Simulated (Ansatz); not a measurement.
# 1T-TiO2 monolayer in a perpendicular field

Aim: how the 1T-TiO2 monolayer screens a field along its normal, and what the field does to its bands. A positive field points along +c.

Calculated with Ansatz 0.2.0; plane-wave DFT, PBE-D3(BJ), Ansatz PAW.

Report form: inputs, costs, results and the conclusion, without the logs.

## 1. Set-up

The cell holds 3 atoms: 2 O and 1 Ti. Its edges and angles: a = 2.990 Å, b = 2.990 Å, c = 35.961 Å, α = 90.0°, β = 90.0°, γ = 120.0°. Vacuum lies along c.

## 2. Relaxing the slab

The starting cell is a guess, so the in-plane lattice and the atoms are relaxed first, with the slab cut off from its images along the normal.

input.yaml

```yaml
crystal:
  lattice:
    - [2.99, 0.0, 0.0]
    - [-1.495, 2.5894159573, 0.0]
    - [0.0, 0.0, 35.9611921239]
  atoms:
    - { symbol: O, position: [0.6666666667, 0.3333333333, 0.4657798869] }
    - { symbol: Ti, position: [0.0, 0.0, 0.5] }
    - { symbol: O, position: [0.3333333333, 0.6666666667, 0.5342201131] }
  periodic: [true, true, false]
kpoints:
  mp_grid: { grid: [12, 12, 1] }
hamiltonian:
  xc: pbe
  dispersion: d3bj
scf:
  occupations: { method: fermi_dirac, width: 0.05 }
  convergence: { dr2_threshold: 1.0e-09 }
relax:
  f_tol: 0.004
  max_steps: 90
  cell: {}
output:
  write_potential: true
  write_density: true
  volumetric_format: npy
```

Started as:

```sh
$ ansatz run input.yaml --threads 2 --pin off --max-ram 3072MiB --backend cpu --events-out ev --progress --plain --runs-dir out
```

Wall time 16 s (2 threads of Arm Neoverse V2, shared host); peak memory 0.5 GiB; 32 s of CPU time.

The steps of the relaxation:

| step | energy less that of the first step (eV) | largest force component (eV/Å) | volume (Å³) |
| --- | --- | --- | --- |
| 1 | 0.0000 | 4.1935 | 278.42 |
| 2 | -1.1010 | 1.4003 | 280.28 |
| 3 | -1.2023 | 0.5505 | 273.39 |
| 4 | -1.2176 | 0.0534 | 276.34 |
| 5 | -1.2179 | 0.0002 | 276.10 |
| 6* | -1.2168 | 0.0002 | 276.10 |

Relaxation steps marked * repeat the geometry before them on a plane-wave basis chosen anew for their cell, so energy and pressure can jump there.

The run keeps the 12 symmetry operations that the program found, so distortions that break them were not tested.

| cell as run | before | after | change |
| --- | --- | --- | --- |
| a (Å) | 2.990 | 2.977 | -0.4 % |
| b (Å) | 2.990 | 2.977 | -0.4 % |

The atoms that moved most (Å, along periodic axes as changes of fractional coordinates times the final cell, across vacuum about the mean position):

| atom | dx | dy | dz | length |
| --- | --- | --- | --- | --- |
| O3 | 0.000 | 0.000 | -0.262 | 0.262 |
| O1 | 0.000 | 0.000 | 0.262 | 0.262 |

The relaxed structure:

```xyz
3
Lattice="2.9775 0.0000 0.0000 -1.4887 2.5786 0.0000 0.0000 0.0000 35.9612" Properties=species:S:1:pos:R:3
O     1.4887    0.8595   17.0118
Ti    0.0000    0.0000   17.9806
O     0.0000    1.7190   18.9494
```

Read from the output:

```
gap on the k-mesh : 2.762 eV
```

The lattice constant a goes from 2.990 to 2.977 Å.

## 3. Single point, field 0

A sawtooth potential applies the field, turning back in the middle of the vacuum. With the dipole correction the typed value is the field outside the slab. The induced dipole is small, so the SCF threshold is tight.

The cell differs from the one that the last finished run ended in (c 35.961 → 19.938 Å).

input.yaml

```yaml
crystal:
  lattice:
    - [2.9774780523, 0.0, 0.0]
    - [-1.4887390262, 2.5785716325, 0.0]
    - [0.0, 0.0, 19.937621406]
  atoms:
    - { symbol: O, position: [0.6666666667, 0.3333333333, 0.4514079095] }
    - { symbol: Ti, position: [0.0, 0.0, 0.5] }
    - { symbol: O, position: [0.3333333333, 0.6666666667, 0.5485920905] }
kpoints:
  mp_grid: { grid: [18, 18, 1] }
  band_path:
    path: [[0, 0, 0], [0.5, 0, 0], [0.33333333, 0.33333333, 0], [0, 0, 0]]
    npoints: 16
hamiltonian:
  xc: pbe
  dispersion: d3bj
scf:
  occupations: { method: fermi_dirac, width: 0.02585 }
  convergence: { dr2_threshold: 1.0e-10 }
efield:
  axis: 3
  dipole_correction: true
  ramp_position: 0.97
  ramp_width: 0.06
  amplitude: 0
output:
  dos: { projected: true, e_range: [-6, 5] }
  write_potential: true
  write_density: true
  volumetric_format: npy
  elf: true
```

Wall time 8.5 s (2 threads); peak memory 0.4 GiB; 17 s of CPU time.

This step gave:

```yaml
gap_on_the_k_mesh: 2.746 eV
dipole_along_the_normal: -8.13e-7 e·Å
gap_along_the_path: 2.738 eV
smallest_direct_gap_along_the_path: 2.910 eV
ionisation_energy_upper_face: 8.313 eV
electron_affinity_upper_face: 5.575 eV
gap_the_smaller_of_path_and_mesh: 2.738 eV
```

Running mean over a fixed 2.5 Å (it still follows the layers) of the planar mean; the ramp of the sawtooth is left out. Table of electron's electrostatic potential energy less the Fermi level by z:

| z (Å) | electron's electrostatic potential energy less the Fermi level (eV) |
| --- | --- |
| 3.0 | 6.92 |
| 3.5 | 6.92 |
| 4.0 | 6.92 |
| 4.5 | 6.92 |
| 5.0 | 6.92 |
| 5.5 | 6.92 |
| 6.0 | 6.92 |
| 6.5 | 6.89 |
| 7.0 | 6.72 |
| 7.5 | 5.57 |
| 8.0 | 2.74 |
| 8.5 | -0.930 |
| 9.0 | -4.76 |
| 9.5 | -8.20 |
| 10.0 | -9.72 |
| 10.5 | -7.83 |
| 11.0 | -4.29 |
| 11.5 | -0.458 |
| 12.0 | 3.16 |
| 12.5 | 5.81 |
| 13.0 | 6.77 |
| 13.5 | 6.90 |
| 14.0 | 6.92 |
| 14.5 | 6.92 |
| 15.0 | 6.92 |
| 15.5 | 6.92 |
| 16.0 | 6.92 |
| 16.5 | 6.92 |
| 17.0 | 6.92 |

The density of states has structure finer than the step of the table below, so its rows give means over 0.25 eV. Peaks (eV: height): -5.120: 11.0, -4.590: 6.72, -3.110: 12.0, -1.450: 6.46, 1.660: 7.54, 2.410: 21.4, 2.490: 15.5.

Table of density of states by energy, zero at the Fermi level of the run, which the smearing sets inside the gap; means over each step:

energy (eV), density of states (states/eV a cell) and a bar:
```
    -5.75        1.0 ###
    -5.50        1.3 ####
    -5.25        3.1 #########
    -5.00        4.0 ############
    -4.75        4.2 ############
    -4.50        4.0 ############
    -4.25        2.4 #######
    -4.00        2.3 #######
    -3.75        1.8 #####
    -3.50        1.4 ####
    -3.25        4.5 #############
    -3.00        4.8 ##############
    -2.75        2.7 ########
    -2.50        1.7 #####
    -2.25        1.6 #####
    -2.00        2.8 ########
    -1.75        2.3 #######
    -1.50        3.1 #########
    -1.25        0.0 
    -1.00        0.0 
    -0.75        0.0 
    -0.50        0.0 
    -0.25        0.0 
     0.00        0.0 
     0.25        0.0 
     0.50        0.0 
     0.75        0.0 
     1.00        0.0 
     1.25        0.1 
     1.50        1.6 #####
     1.75        5.6 ################
     2.00        2.3 #######
     2.25        1.7 #####
     2.50       10.4 ##############################
     2.75        2.0 ######
     3.00        1.2 ###
```

Projected DOS per atom over height of the atomic layer and energy from the Fermi level. Layers: O Ti O from below.

Ten even steps from '_' (0.00 states/eV) to '@' (3.67 states/eV), each cell a mean:
```
______
..%%..
__@@__
__@@__
__--__
______
______
______
______
______
______
--__--
--__--
..__..
--..--
==::==
..__..
::..::
--::--
------
......
______
```
Columns: height of the atomic layer (Å) from 9 to 10.9; rows upwards: energy from the Fermi level (eV) from -5.96 to 3.31.

The electronic bands at the labelled points (eV, zero at the Fermi level of the run, which the smearing sets inside the gap):

| point | band 9 | band 10 | band 11 | band 12 | band 13 | band 14 | band 15 | band 16 |
| --- | --- | --- | --- | --- | --- | --- | --- | --- |
| Γ | -5.01 | -2.05 | -1.56 | -1.56 | 1.35 | 1.35 | 3.06 | 5.54 |
| halfway | -4.39 | -3.44 | -2.38 | -1.44 | 1.72 | 2.21 | 2.79 | 4.59 |
| M | -3.94 | -3.11 | -2.58 | -2.05 | 1.58 | 2.40 | 2.48 | 5.02 |
| halfway | -3.38 | -3.34 | -2.90 | -2.15 | 1.66 | 2.48 | 2.55 | 5.01 |
| K | -4.16 | -2.84 | -2.84 | -2.47 | 1.57 | 2.63 | 2.63 | 4.97 |
| halfway | -4.24 | -3.31 | -2.89 | -1.42 | 2.05 | 2.17 | 2.67 | 4.73 |
| Γ | -5.01 | -2.05 | -1.56 | -1.56 | 1.35 | 1.35 | 3.06 | 5.54 |

Valence density in the ca plane at fractional y = 0.000, with atoms of Ti within 0.2 Å of it. It is the smooth field of the valence electrons, not physical close to the nuclei.

Ten steps, logarithmic in the rise over the least value, from '0' (0.00 × 1e0 e/Å³) to '9' (9.22 × 1e0 e/Å³), each cell a mean:
```
00000000000000000000138997310000000000000000
00000000000000000001235765321000000000000000
00000000000000000001333333321000000000000000
00000000000000000012343233432000000000000000
00000000000000000012333333331000000000000000
00000000000000000001234554321000000000000000
00000000000000000000137886310000000000000000
00000000000000000000148998310000000000000000
```
Columns run along c (16.0 Å, from fractional 0.07 to 0.88 of the cell), rows up along a (3.0 Å). Atoms in or near the plane, at fractional coordinates: Ti at (0.50, 0.00).

ELF in the ca plane at fractional y = 0.000, with atoms of Ti within 0.2 Å of it. It is the smooth field of the valence electrons, not physical close to the nuclei.

Ten even steps from '0' (0.00) to '9' (0.70), each cell a mean:
```
00000000000000000000028567200000000000000000
00000000000000000012324663232000000000000000
00000000000000000136873113785200000000000000
00000000000000000147996227997410000000000000
00000000000000000147985125996310000000000000
00000000000000000024542332453100000000000000
00000000000000000001117786110000000000000000
00000000000000000000038238200000000000000000
```
Columns run along c (16.0 Å, from fractional 0.07 to 0.88 of the cell), rows up along a (3.0 Å). Atoms in or near the plane, at fractional coordinates: Ti at (0.50, 0.00).

Electrostatic potential energy in the ca plane at fractional y = 0.000, with atoms of Ti within 0.2 Å of it. With pseudopotentials it is smooth inside the atoms' cores, unlike the true potential.

Ten even steps from '0' (-37 eV) to '9' (3 eV), each cell a mean:
```
99999999999999999999840000589999999999999999
99999999999999999999863113789999999999999999
99999999999999999999887667899999999999999999
99999999999999999999988888899999999999999999
99999999999999999999987777899999999999999999
99999999999999999999875335789999999999999999
99999999999999999999851001689999999999999999
99999999999999999999730000489999999999999999
```
Columns run along c (16.0 Å, from fractional 0.07 to 0.88 of the cell; values clipped at the 3rd and 97th percentile), rows up along a (3.0 Å). Atoms in or near the plane, at fractional coordinates: Ti at (0.50, 0.00).

The gap is 2.74 eV, with the valence edge 8.31 eV and the conduction edge 5.57 eV under the upper vacuum level.

## 4. Atoms held, field 0.1 V/Å

Changes to input.yaml since step 3:

```diff
@@ -25,5 +25,4 @@
   ramp_width: 0.06
-  amplitude: 0
+  amplitude: 0.1
 output:
-  dos: { projected: true, e_range: [-6, 5] }
   write_potential: true
@@ -31,2 +30 @@
   volumetric_format: npy
-  elf: true
```

Wall time 10 s (2 threads); peak memory 0.38 GiB; 20 s of CPU time.

The dipole is 0.0128 e·Å, and the gap 2.738 eV.

## 5. Single point, field -0.1 V/Å

Changes to input.yaml since step 4:

```diff
@@ -25,3 +25,3 @@
   ramp_width: 0.06
-  amplitude: 0.1
+  amplitude: -0.1
 output:
```

Wall time 10 s (2 threads); peak memory 0.38 GiB.

The dipole is -0.0128 e·Å, and the gap 2.738 eV.

## 6. Response, atoms held

This step: plane-wave DFT, PBE-D3(BJ), Ansatz PAW; response to a field along the normal, atoms held (Ansatz 0.2.0).

The dipoles give the slope, and the difference of two potentials shows where the field is screened.

This step gave:

* equivalent conductor thickness p/(ε₀AE): 3.016 Å
* distance between the outer atoms: 1.938 Å

The dipole of the cell by applied field:

| applied field (V/Å) | dipole of the cell (e·Å) |
| --- | --- |
| -0.1000 | -0.0128 |
| 0.0000 | -8.1e-7 |
| 0.1000 | 0.0128 |

Local field over the applied field, running mean. From the potentials at -0.1 and 0.1 V/Å; running mean over 2.5 Å. Table of local field over applied field by z:

| z (Å) | local field over applied field |
| --- | --- |
| 4.5 | 1.000 |
| 5.0 | 1.000 |
| 5.5 | 0.998 |
| 6.0 | 0.993 |
| 6.5 | 0.976 |
| 7.0 | 0.924 |
| 7.5 | 0.812 |
| 8.0 | 0.656 |
| 8.5 | 0.484 |
| 9.0 | 0.319 |
| 9.5 | 0.195 |
| 10.0 | 0.154 |
| 10.5 | 0.206 |
| 11.0 | 0.338 |
| 11.5 | 0.505 |
| 12.0 | 0.677 |
| 12.5 | 0.829 |
| 13.0 | 0.934 |
| 13.5 | 0.979 |
| 14.0 | 0.994 |
| 14.5 | 0.998 |
| 15.0 | 1.000 |
| 15.5 | 1.000 |

Electrons, planar mean, per unit field. Table of induced electron density by z:

| z (Å) | induced electron density (e/Å³ per V/Å) |
| --- | --- |
| 4.14 | 8.7e-8 |
| 4.58 | 5.1e-7 |
| 4.87 | 1.1e-6 |
| 5.32 | 3.6e-6 |
| 5.76 | 1.3e-5 |
| 6.20 | 4.3e-5 |
| 6.50 | 9.3e-5 |
| 6.94 | 2.9e-4 |
| 7.38 | 8.2e-4 |
| 7.83 | 0.00207 |
| 8.12 | 0.00331 |
| 8.57 | 0.00351 |
| 9.01 | 0.00128 |
| 9.30 | 0.00139 |
| 9.75 | 7.0e-5 |
| 10.19 | -7.0e-5 |
| 10.63 | -0.00139 |
| 10.93 | -0.00128 |
| 11.37 | -0.00351 |
| 11.81 | -0.00331 |
| 12.11 | -0.00207 |
| 12.55 | -8.2e-4 |
| 13.00 | -2.9e-4 |
| 13.44 | -9.3e-5 |
| 13.73 | -4.3e-5 |
| 14.18 | -1.3e-5 |
| 14.62 | -3.6e-6 |
| 15.06 | -1.1e-6 |
| 15.36 | -5.1e-7 |
| 15.80 | -8.3e-8 |

The smaller of the gaps on the path and on the k-mesh, counted as 0 under 0.03 eV. The gap stays at 2.74 eV for applied field from -0.1 to 0.1 V/Å.

By hand: between -0.1 and 0.1 V/Å the dipole changes by 0.02559 e·Å, a slope of 0.1279 e·Å²/V. A perfect conductor of thickness t has p = ε₀AEt, so t = 180.95 × 0.1279 / 7.678 = 3.02 Å (e/ε₀ = 180.95 V·Å, A in Å²).

The induced dipole is that of a conductor 3.02 Å thick.

## 7. Outcome

```yaml
gap_without_field: 2.74 eV
ionisation_energy_upper_face: 8.31 eV
electron_affinity_upper_face: 5.57 eV
equivalent_conductor_thickness_atoms_held: 3.02 Å
```

**Reading.** The induced dipole equals that of a perfect conductor 3.02 Å thick, while the outer atoms lie 1.94 Å apart; an out-of-plane ε follows only once a thickness t is chosen, by 1 − 1/ε = 3.02 Å / t. The gap stays within 0.01 eV of 2.74 eV over the fields run, up to 0.1 V/Å in size. Semilocal functionals give gaps that are too small, and excitons are not included.

[Long decimals in the printed logs are rounded to 6 places.]

[Logs are printed without paths, hosts, clocks, repeated set-up lines and the standing remarks that a program may print on its own settings, such as how far it seeks lower states.]

[Hosts, paths, dates, database ids (printed as entryN), source tags and the programs' standing remarks are cut or masked in the printed files.]

[Maps of the electrostatic potential energy from Ansatz leave out the sawtooth potential of an applied field or a dipole correction, so their vacuum need not be flat; planar profiles and work functions include it.]

[The density of states shown here was stored with 400 of the rows of the run's finer table, so its peaks can read low, often by over a quarter, or be missed, and its means over a window can be off by a tenth or more.]
